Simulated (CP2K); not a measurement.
Two runs for the Si L₂,₃ edge of silicon tetrachloride. Run A: CP2K XAS_TDP, all-electron GAPW, PBEh(45%), aug-pc-1, TDA, ZORA, spin–orbit coupling. Run B differs in one setting.

First lines with a strength over 0.0003. A:

```csv
atom,energy (eV),states,"strength, one atom"
Si2 (bonded to 4 Cl),102.82,3,0.0189
,103.47,3,0.0616
,104.14,3,0.0028
,104.37,5,0.0069
,104.84,5,0.0118
```

B:

```csv
atom,energy (eV),states,"strength, one atom"
Si2 (bonded to 4 Cl),105.31,3,0.0184
,105.97,3,0.0601
,106.64,3,0.0027
,106.86,5,0.0067
,107.34,5,0.0116
```

Question: Which was it: GW2X switched on, the basis, the functional?

GW2X switched on. GW2X shifts the lines nearly together; each 2p level gets its own shift. The lowest line over the strength cut lies at 105.31 eV, against 102.82 eV (PBEh(45%), aug-pc-1).

[Banner, clock and machine lines of the logs are left out without a mark of their own.]

[Logs are printed without paths, hosts, clocks, repeated set-up lines and the standing remarks that a program may print on its own settings, such as how far it seeks lower states.]

[Hosts, paths, dates, database ids (printed as entryN), source tags and the programs' standing remarks are cut or masked in the printed files.]
